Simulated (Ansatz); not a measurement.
**Li on Al(100): change of the work function**

Wanted: Δφ(θ) for Li/Al(100), starting from the bridge site.

Calculated with Ansatz 0.2.0; plane-wave DFT, PBEsol, Ansatz PAW, in the first sound run; inputs show where later runs differ.

Most raw output is cut from this account.

## (1) The structure

The cell holds 4 atoms: 4 Al. Cell: a = 2.864 Å, b = 2.864 Å, c = 24.075 Å, α = 90.0°, β = 90.0°, γ = 90.0°. Vacuum lies along c.

## (2) The clean slab

The bare slab comes first, as the zero from which every change is counted. The two lowest layers are held at bulk places and the upper ones relax. The dipole correction removes the false field that a one-sided slab makes across the periodic vacuum, so each face gets a flat vacuum level of its own.

Contents of input.yaml:

```yaml
crystal:
  lattice:
    - [2.8637824638, 0.0, 0.0]
    - [0.0, 2.8637824638, 0.0]
    - [0.0, 0.0, 24.075]
  atoms:
    - { symbol: Al, position: [0.5, 0.5, 0.3738317757] }
    - { symbol: Al, position: [0.0, 0.0, 0.4579439252] }
    - { symbol: Al, position: [0.5, 0.5, 0.5420560748] }
    - { symbol: Al, position: [0.0, 0.0, 0.6261682243] }
kpoints:
  mp_grid: { grid: [10, 10, 1] }
hamiltonian:
  xc: pbesol
scf:
  occupations: { method: fermi_dirac, width: 0.1 }
  convergence: { dr2_threshold: 1.0e-08 }
efield:
  axis: 3
  dipole_correction: true
  ramp_position: 0.97
  ramp_width: 0.06
relax:
  f_tol: 0.02
  max_steps: 60
  constraints: [{ sites: [0, 1] }]
output:
  write_potential: true
  write_density: true
  volumetric_format: npy
```

Command:

```sh
> ansatz run input.yaml --threads 4 --pin off --max-ram 6144MiB --backend cpu --events-out ev --progress --plain --runs-dir out
```

Elapsed: 3 s, on 4 threads of Arm Neoverse V2, shared host; peak memory 0.45 GiB.

Step by step:

```csv
step,energy less that of the first step (eV),largest force component (eV/Å)
1,0.0000,0.1107
2,-0.0066,0.0442
3,-0.0080,0.0117
```

The run keeps the 8 symmetry operations that it works with, so distortions that break them were not tested.

The atoms that moved most (Å):

```csv
atom,dx,dy,dz,length
Al4,0.000,0.000,0.087,0.087
Al3,0.000,0.000,0.061,0.061
```

Final coordinates:

```xyz
4
Lattice="2.8638 0.0000 0.0000 0.0000 2.8638 0.0000 0.0000 0.0000 24.0750" Properties=species:S:1:pos:R:3
Al    1.4319    1.4319    9.0000
Al    0.0000    0.0000   11.0250
Al    1.4319    1.4319   13.1107
Al    0.0000    0.0000   15.1619
```

This step gave:

```yaml
energy_at_zero_smearing: -2097.0151 eV
work_function_upper_face: 4.374 eV
dipole_along_the_normal: 3.62e-4 e·Å
```

Running mean over 2.025 Å of the planar mean; the ramp of the sawtooth is left out. Table of electron's electrostatic potential energy less the Fermi level by z:

```csv
z (Å),electron's electrostatic potential energy less the Fermi level (eV)
3,4.38
4,4.38
5,4.38
6,4.32
7,3.59
8,-0.443
9,-4.12
10,-4.56
11,-4.58
12,-4.39
13,-4.52
14,-4.45
15,-4.24
16,-1.22
17,3.20
18,4.28
19,4.37
20,4.37
21,4.37
```

The relaxation took 3 steps and lowered the energy by 0.0080 eV; the largest force on the free atoms ends at 0.012 eV/Å.

The work function of the upper face is 4.37 eV.

## (3) The covered slab, k-mesh 4×4×1, coverage 0.111 ML

System of this step: Li/Al(100). The cell holds 37 atoms: 36 Al and 1 Li. Its edges and angles: a = 8.591 Å, b = 8.591 Å, c = 26.349 Å, α = 90.0°, β = 90.0°, γ = 90.0°. Vacuum lies along c.

The clean slab as it ended is repeated in the plane and the adsorbate is set on one face; the cell's size fixes the coverage, and the k-mesh shrinks with it to keep the sampling density about even. Adsorbate and upper layers relax, since the dipole depends on the height.

Contents of input.yaml:

```yaml
crystal:
  lattice:
    - [8.5913473914, 0.0, 0.0]
    - [0.0, 8.5913473914, 0.0]
    - [0.0, 0.0, 26.3493997763]
  atoms:
    - { symbol: Al, position: [0.1666666667, 0.1666666667, 0.3415637577] }
    - { symbol: Al, position: [0.0, 0.0, 0.4184156031] }
    - { symbol: Al, position: [0.1666666667, 0.1666666667, 0.4975698961] }
    - { symbol: Al, position: [0.0, 0.0, 0.575416046] }
    - { symbol: Al, position: [0.1666666667, 0.5, 0.3415637577] }
    - { symbol: Al, position: [0.0, 0.3333333333, 0.4184156031] }
    - { symbol: Al, position: [0.1666666667, 0.5, 0.4975698961] }
    - { symbol: Al, position: [0.0, 0.3333333333, 0.575416046] }
[... 25 atom lines left out ...]
    - { symbol: Al, position: [0.6666666667, 0.6666666667, 0.4184156031] }
    - { symbol: Al, position: [0.8333333333, 0.8333333333, 0.4975698961] }
    - { symbol: Al, position: [0.6666666667, 0.6666666667, 0.575416046] }
    - { symbol: Li, position: [0.1666666667, 0.0, 0.6584362423] }
kpoints:
  mp_grid: { grid: [4, 4, 1] }
hamiltonian:
  xc: pbesol
scf:
  occupations: { method: fermi_dirac, width: 0.1 }
  convergence: { dr2_threshold: 1.0e-08 }
efield:
  axis: 3
  dipole_correction: true
  ramp_position: 0.97
  ramp_width: 0.06
relax:
  f_tol: 0.02
  max_steps: 60
  constraints:
    - { sites: [0, 1, 4, 5, 8, 9, 12, 13, 16, 17, 20, 21, 24, 25, 28, 29, 32, 33] }
output:
  bader: true
  write_potential: true
  write_density: true
  volumetric_format: npy
```

It took 2.9 min on 4 threads; peak memory 3.8 GiB.

Relaxation path:

```csv
step,energy less that of the first step (eV),largest force component (eV/Å)
1,0.0000,0.4020
2,-0.1621,0.1375
3,-0.1724,0.0183
```

Forces are held to the 4 operations that the run works with; a distortion that breaks them can't arise in this run.

The atoms that moved most (Å):

```csv
atom,dx,dy,dz,length
Al4,-0.046,0.000,-0.236,0.240
Al16,0.046,0.000,-0.236,0.240
Li37,0.000,0.000,-0.199,0.199
Al28,0.000,0.000,-0.146,0.146
Al32,0.000,0.003,-0.124,0.124
Al36,0.000,-0.003,-0.124,0.124
Al15,0.008,0.017,-0.111,0.112
Al27,-0.008,0.017,-0.111,0.112
```

The relaxed structure:

```xyz
37
Lattice="8.5913 0.0000 0.0000 0.0000 8.5913 0.0000 0.0000 0.0000 26.3494" Properties=species:S:1:pos:R:3
Al    1.4319    1.4319    9.0000
Al    0.0000    0.0000   11.0250
Al    1.4319    1.4448   13.0022
Al   -0.0457    0.0000   14.9262
Al    1.4319    4.2957    9.0000
Al    0.0000    2.8638   11.0250
Al    1.4319    4.2957   13.0283
Al    0.0024    2.8586   15.0556
Al    1.4319    7.1595    9.0000
Al    0.0000    5.7276   11.0250
Al    1.4319    7.1466   13.0022
Al    0.0024    5.7328   15.0556
Al    4.2957    1.4319    9.0000
Al    2.8638    0.0000   11.0250
Al    4.3032    1.4493   13.0000
Al    2.9095    0.0000   14.9262
Al    4.2957    4.2957    9.0000
Al    2.8638    2.8638   11.0250
Al    4.2946    4.2957   13.0200
Al    2.8614    2.8586   15.0556
Al    4.2957    7.1595    9.0000
Al    2.8638    5.7276   11.0250
Al    4.3032    7.1421   13.0000
Al    2.8614    5.7328   15.0556
Al    7.1595    1.4319    9.0000
Al    5.7276    0.0000   11.0250
Al    7.1519    1.4493   13.0000
Al    5.7276    0.0000   15.0158
Al    7.1595    4.2957    9.0000
Al    5.7276    2.8638   11.0250
Al    7.1605    4.2957   13.0200
Al    5.7276    2.8667   15.0379
Al    7.1595    7.1595    9.0000
Al    5.7276    5.7276   11.0250
Al    7.1519    7.1421   13.0000
Al    5.7276    5.7246   15.0379
Li    1.4319    0.0000   17.1506
```

This step gave:

```yaml
energy_at_zero_smearing: -19076.7943 eV
work_function_upper_face: 3.065 eV
work_function_lower_face: 4.362 eV
dipole_along_the_normal: 0.5291 e·Å
step_between_the_vacuum_levels: -1.297 eV
```

Running mean over 2.025 Å of the planar mean; the ramp of the sawtooth is left out. Table of electron's electrostatic potential energy less the Fermi level by z:

```csv
z (Å),electron's electrostatic potential energy less the Fermi level (eV)
4,4.36
5,4.36
6,4.30
7,3.56
8,-0.499
9,-4.18
10,-4.55
11,-4.60
12,-4.71
13,-4.62
14,-4.62
15,-4.22
16,-0.894
17,2.50
18,2.91
19,3.05
20,3.06
21,3.06
22,3.06
23,3.06
```

The relaxation took 3 steps and lowered the energy by 0.17 eV; the largest force on the free atoms ends at 0.018 eV/Å.

The covered face has 3.06 eV, -1.31 eV against the clean one; the bare back face has moved by -0.02 eV, a measure of how thin the slab is.

## (4) The covered slab, k-mesh 5×5×1, coverage 0.25 ML

System of this step: Li/Al(100). The cell holds 17 atoms: 16 Al and 1 Li. Cell: a = 5.728 Å, b = 5.728 Å, c = 26.349 Å, α = 90.0°, β = 90.0°, γ = 90.0°. Vacuum lies along c.

Another coverage, to see how the dipoles act on each other as their distance changes.

Contents of input.yaml:

```yaml
crystal:
  lattice:
    - [5.7275649276, 0.0, 0.0]
    - [0.0, 5.7275649276, 0.0]
    - [0.0, 0.0, 26.3493997763]
  atoms:
    - { symbol: Al, position: [0.25, 0.25, 0.3415637577] }
    - { symbol: Al, position: [0.0, 0.0, 0.4184156031] }
    - { symbol: Al, position: [0.25, 0.25, 0.4975698961] }
    - { symbol: Al, position: [0.0, 0.0, 0.575416046] }
    - { symbol: Al, position: [0.25, 0.75, 0.3415637577] }
    - { symbol: Al, position: [0.0, 0.5, 0.4184156031] }
    - { symbol: Al, position: [0.25, 0.75, 0.4975698961] }
    - { symbol: Al, position: [0.0, 0.5, 0.575416046] }
    - { symbol: Al, position: [0.75, 0.25, 0.3415637577] }
    - { symbol: Al, position: [0.5, 0.0, 0.4184156031] }
    - { symbol: Al, position: [0.75, 0.25, 0.4975698961] }
    - { symbol: Al, position: [0.5, 0.0, 0.575416046] }
    - { symbol: Al, position: [0.75, 0.75, 0.3415637577] }
    - { symbol: Al, position: [0.5, 0.5, 0.4184156031] }
    - { symbol: Al, position: [0.75, 0.75, 0.4975698961] }
    - { symbol: Al, position: [0.5, 0.5, 0.575416046] }
    - { symbol: Li, position: [0.25, 0.0, 0.6584362423] }
kpoints:
  mp_grid: { grid: [5, 5, 1] }
hamiltonian:
  xc: pbesol
scf:
  occupations: { method: fermi_dirac, width: 0.1 }
  convergence: { dr2_threshold: 1.0e-08 }
efield:
  axis: 3
  dipole_correction: true
  ramp_position: 0.97
  ramp_width: 0.06
relax:
  f_tol: 0.02
  max_steps: 60
  constraints: [{ sites: [0, 1, 4, 5, 8, 9, 12, 13] }]
output:
  bader: true
  dos: { projected: true, e_range: [-8, 4] }
  write_potential: true
  write_density: true
  volumetric_format: npy
  elf: true
```

Run time: 51 s. Hardware: 4 threads; peak memory 1.3 GiB.

Relaxation path:

```csv
step,energy less that of the first step (eV),largest force component (eV/Å)
1,0.0000,0.2424
2,-0.0521,0.0902
3,-0.0569,0.0221
4,-0.0571,0.0036
```

The run keeps the 4 symmetry operations that it works with, so distortions that break them were not tested.

The atoms that moved most (Å):

```csv
atom,dx,dy,dz,length
Li17,0.000,0.000,-0.137,0.137
Al12,0.039,0.000,-0.112,0.119
Al4,-0.039,0.000,-0.112,0.119
Al8,0.006,0.000,0.104,0.104
Al16,-0.006,0.000,0.104,0.104
Al11,0.000,0.028,-0.003,0.029
Al15,0.000,-0.028,-0.003,0.029
Al3,0.000,0.023,0.007,0.024
```

The relaxed structure:

```xyz
17
Lattice="5.7276 0.0000 0.0000 0.0000 5.7276 0.0000 0.0000 0.0000 26.3494" Properties=species:S:1:pos:R:3
Al    1.4319    1.4319    9.0000
Al    0.0000    0.0000   11.0250
Al    1.4319    1.4552   13.1179
Al   -0.0393    0.0000   15.0497
Al    1.4319    4.2957    9.0000
Al    0.0000    2.8638   11.0250
Al    1.4319    4.2724   13.1179
Al    0.0060    2.8638   15.2654
Al    4.2957    1.4319    9.0000
Al    2.8638    0.0000   11.0250
Al    4.2957    1.4603   13.1075
Al    2.9030    0.0000   15.0497
Al    4.2957    4.2957    9.0000
Al    2.8638    2.8638   11.0250
Al    4.2957    4.2672   13.1075
Al    2.8577    2.8638   15.2654
Li    1.4319    0.0000   17.2126
```

This step gave:

* energy at zero smearing: -8591.2580 eV
* work function, upper face: 1.991 eV
* work function, lower face: 4.347 eV
* dipole along the normal: 0.4270 e·Å
* step between the vacuum levels: -2.355 eV

The density of states has structure finer than the step of the table below, so its rows give means over 0.25 eV, whole bins alone (the curve runs from -8 to 1.98 eV). Peaks (eV: height): -4.840: 22.3, -2.230: 15.3, -0.270: 17.2, 0.600: 23.7, 1.290: 21.8, 1.740: 24.4, 1.890: 23.3.

Density of states against energy, zero at the Fermi level; means over each step:

```csv
energy (eV),density of states (states/eV a cell)
-7.75,2.21
-7.50,5.36
-7.25,2.33
-7.00,2.55
-6.75,3.46
-6.50,4.31
-6.25,4.45
-6.00,7.45
-5.75,4.14
-5.50,3.97
-5.25,1.99
-5.00,2.09
-4.75,8.01
-4.50,5.11
-4.25,5.71
-4.00,5.87
-3.75,7.08
-3.50,4.93
-3.25,4.28
-3.00,4.68
-2.75,9.42
-2.50,3.75
-2.25,7.66
-2.00,7.93
-1.75,7.36
-1.50,9.08
-1.25,5.43
-1.00,4.51
-0.75,5.96
-0.50,8.58
-0.25,9.72
0.00,5.71
0.25,5.29
0.50,13.6
0.75,6.74
1.00,7.15
1.25,8.46
1.50,6.97
1.75,11.6
```

Projected DOS per atom over height of the atomic layer and energy from the Fermi level. Layers: Al4 Al4 Al4 Al4 Li from below.

Ten even steps from '_' (0.01 states/eV) to '@' (0.86 states/eV), each cell a mean:
```
##++++##++
++----++@@
====--==@@
****##**--
**----**__
**==--##__
==----==__
**====**__
++++++++__
==----++__
++====**__
----::--__
========__
==----==__
========__
::::::::__
::::::::__
--++==--__
::--::::__
..::::..__
..::::..__
..::::..__
```
Columns: height of the atomic layer (Å) from 9 to 17.2; rows upwards: energy from the Fermi level (eV) from -7.96 to 1.95.

ELF in the ca plane at fractional y = 0.000, with atoms of Al and Li within 0.2 Å of it. It is the smooth field of the valence electrons, not physical close to the nuclei.

Ten even steps from '0' (0.00 × 1e-1) to '9' (9.86 × 1e-1), each cell a mean:
```
22234520015432244111178875321000000000000000
44444653346543345533577653210000000000000000
66665666666554556677765421000000000000000000
77766566665555556677764311000000000000000000
66665666666554556677765421000000000000000000
44444553246543345533577653210000000000000000
22234521115432244211278875321000000000000000
22223411114432234112179864210000000000000000
33334531135433345411488520000000000000000000
56555665566544455656786124200000000000000000
77765566665555555566773189810000000000000000
77765566665555555566763189810000000000000000
56555665566544455656786124200000000000000000
33334531035433345411488510000000000000000000
22223411104432234112179874210000000000000000
```
Columns run along c (16.0 Å, from fractional 0.31 to 0.92 of the cell), rows up along a (5.7 Å). Atoms in or near the plane, at fractional coordinates: Al at (0.42, 0.00), Al at (0.57, 0.99), Al at (0.42, 0.50), Al at (0.57, 0.51), Li at (0.65, 0.25).

Electrostatic potential energy in the ca plane at fractional y = 0.000, with atoms of Al and Li within 0.2 Å of it. With pseudopotentials it is smooth inside the atoms' cores, unlike the true potential.

Ten even steps from '0' (-18 eV) to '9' (4 eV), each cell a mean:
```
99998403403799984034127999999999999999999999
99988620026899986200158999999999999999999999
98888875568888888755689999999999999999999999
88888887788988888877899999999999999999999999
98888875568888888754689999999999999999999999
99988620025899986211158999999999999999999999
99998403303799984034127999999999999999999999
99998304512799984045227898889999999999999999
99998511104899986111147877788999999999999999
98888752247888888633577621468899999999999999
88888887778888888877887200057899999999999999
88888887778888888877887200057899999999999999
98888752247888888633577621478899999999999999
99998501104899986111047877788999999999999999
99998305512799984045227898899999999999999999
```
Columns run along c (16.0 Å, from fractional 0.31 to 0.92 of the cell; values clipped at the 3rd and 97th percentile), rows up along a (5.7 Å). Atoms in or near the plane, at fractional coordinates: Al at (0.42, 0.00), Al at (0.57, 0.99), Al at (0.42, 0.50), Al at (0.57, 0.51), Li at (0.65, 0.25).

Valence density in the ca plane at fractional y = 0.000, with atoms of Al and Li within 0.2 Å of it. It is the smooth field of the valence electrons, not physical close to the nuclei.

Ten steps, logarithmic in the rise over the least value, from '0' (0.0 e/Å³) to '9' (5.4 e/Å³), each cell a mean:
```
12222322123322223221232110000000000000000000
22223333333322233332332110000000000000000000
22333333333333333333321100000000000000000000
23333333333333333333321100000000000000000000
22333333333333333333321100000000000000000000
22223333233322233332332110000000000000000000
12222322123322223221232210000000000000000000
12222321123322223211233210000000000000000000
12223332223322233322333211000000000000000000
22233333333322333333332255200000000000000000
23333333333333333333322599600000000000000000
23333333333333333333322599600000000000000000
22233333333322333333332255200000000000000000
12223332223322233322333211000000000000000000
11222321123322223211233210000000000000000000
```
Columns run along c (16.0 Å, from fractional 0.31 to 0.92 of the cell), rows up along a (5.7 Å). Atoms in or near the plane, at fractional coordinates: Al at (0.42, 0.00), Al at (0.57, 0.99), Al at (0.42, 0.50), Al at (0.57, 0.51), Li at (0.65, 0.25).

The relaxation took 4 steps and lowered the energy by 0.057 eV; the largest force on the free atoms ends at 0.0036 eV/Å.

By hand: a sheet of dipoles makes a step −p/(ε₀A) in the electron's potential. With e/ε₀ = 180.95 V·Å, p = 0.4270 e·Å and A = 32.80 Å², that is −180.95 × (0.4270) / 32.80 = -2.355 eV, and the two vacuum levels of the run differ by -2.355 eV.

The covered face has 1.99 eV, -2.38 eV against the clean one; the bare back face has moved by -0.04 eV, a measure of how thin the slab is.

## (5) The covered slab, k-mesh 5×5×1, coverage 0.5 ML

System of this step: Li/Al(100). The cell holds 18 atoms: 16 Al and 2 Li. Its edges and angles: a = 5.728 Å, b = 5.728 Å, c = 26.349 Å, α = 90.0°, β = 90.0°, γ = 90.0°. Vacuum lies along c.

input.yaml, as its differences from that of step 4:

```diff
@@ -23,2 +23,3 @@
     - { symbol: Li, position: [0.25, 0.0, 0.6584362423] }
+    - { symbol: Li, position: [0.75, 0.5, 0.6584362423] }
 kpoints:
@@ -45,2 +46 @@
   volumetric_format: npy
-  elf: true
```

Wall time 49 s (4 threads); peak memory 1.4 GiB; 3.2 min of CPU time.

Relaxation path:

```csv
step,energy less that of the first step (eV),largest force component (eV/Å)
1,0.0000,0.2108
2,-0.0230,0.0757
3,-0.0263,0.0096
```

Forces are held to the 8 operations that the run works with; a distortion that breaks them can't arise in this run.

The atoms that moved most (Å):

```csv
atom,dx,dy,dz,length
Li18,0.000,0.000,0.052,0.052
Li17,0.000,0.000,0.052,0.052
Al12,0.027,0.000,-0.015,0.031
Al16,-0.027,0.000,-0.015,0.031
Al4,-0.027,0.000,-0.015,0.031
Al8,0.027,0.000,-0.015,0.031
Al7,0.000,0.005,0.007,0.008
Al11,0.000,0.005,0.007,0.008
```

Final coordinates:

```cif
data_structure
_symmetry_space_group_name_H-M 'P 1'
_symmetry_Int_Tables_number 1
_cell_length_a 5.7276
_cell_length_b 5.7276
_cell_length_c 26.3494
_cell_angle_alpha 90.000
_cell_angle_beta 90.000
_cell_angle_gamma 90.000
_cell_volume 864.39
loop_
_atom_site_label
_atom_site_type_symbol
_atom_site_fract_x
_atom_site_fract_y
_atom_site_fract_z
_atom_site_occupancy
Al1 Al 0.25000 0.25000 0.34156 1
Al2 Al 0.00000 0.00000 0.41842 1
Al3 Al 0.25000 0.24916 0.49782 1
Al4 Al 0.99522 0.00000 0.57486 1
Al5 Al 0.25000 0.75000 0.34156 1
Al6 Al 0.00000 0.50000 0.41842 1
Al7 Al 0.25000 0.75084 0.49782 1
Al8 Al 0.00478 0.50000 0.57486 1
Al9 Al 0.75000 0.25000 0.34156 1
Al10 Al 0.50000 0.00000 0.41842 1
Al11 Al 0.75000 0.25084 0.49782 1
Al12 Al 0.50478 0.00000 0.57486 1
Al13 Al 0.75000 0.75000 0.34156 1
Al14 Al 0.50000 0.50000 0.41842 1
Al15 Al 0.75000 0.74916 0.49782 1
Al16 Al 0.49522 0.50000 0.57486 1
Li17 Li 0.25000 0.00000 0.66040 1
Li18 Li 0.75000 0.50000 0.66040 1
```

The density of states has structure finer than the step of the table below, so its rows give means over 0.25 eV, whole bins alone (the curve runs from -8 to 1.98 eV). Peaks (eV: height): -4.870: 52.7, -0.390: 17.9, 0.300: 17.9, 0.510: 19.0, 1.260: 22.4, 1.620: 19.6, 1.860: 19.9.

The density of states by energy, zero at the Fermi level; means over each step:

```csv
energy (eV),density of states (states/eV a cell)
-7.75,2.57
-7.50,5.29
-7.25,3.26
-7.00,3.65
-6.75,3.61
-6.50,4.17
-6.25,4.80
-6.00,7.40
-5.75,4.19
-5.50,3.76
-5.25,1.90
-5.00,4.62
-4.75,9.51
-4.50,5.44
-4.25,5.65
-4.00,7.10
-3.75,6.77
-3.50,4.56
-3.25,4.50
-3.00,5.74
-2.75,8.48
-2.50,3.94
-2.25,7.53
-2.00,7.90
-1.75,8.90
-1.50,8.98
-1.25,5.71
-1.00,6.21
-0.75,6.32
-0.50,10.4
-0.25,8.41
0.00,6.75
0.25,9.29
0.50,15.0
0.75,5.90
1.00,7.03
1.25,8.41
1.50,10.9
1.75,10.9
```

The relaxation took 3 steps and lowered the energy by 0.026 eV; the largest force on the free atoms ends at 0.0096 eV/Å.

The covered face has 2.71 eV, -1.67 eV against the clean one; the bare back face has moved by -0.04 eV, a measure of how thin the slab is.

(Part 1 of 2 ends here.)

[Logs are printed without paths, hosts, clocks, repeated set-up lines and the standing remarks that a program may print on its own settings, such as how far it seeks lower states.]

[Hosts, paths, dates, database ids (printed as entryN), source tags and the programs' standing remarks are cut or masked in the printed files.]

[Maps of the electrostatic potential energy from Ansatz leave out the sawtooth potential of an applied field or a dipole correction, so their vacuum need not be flat; planar profiles and work functions include it.]

[The density of states shown here was stored with 400 of the rows of the run's finer table, so its peaks can read low, often by over a quarter, or be missed, and its means over a window can be off by a tenth or more.]
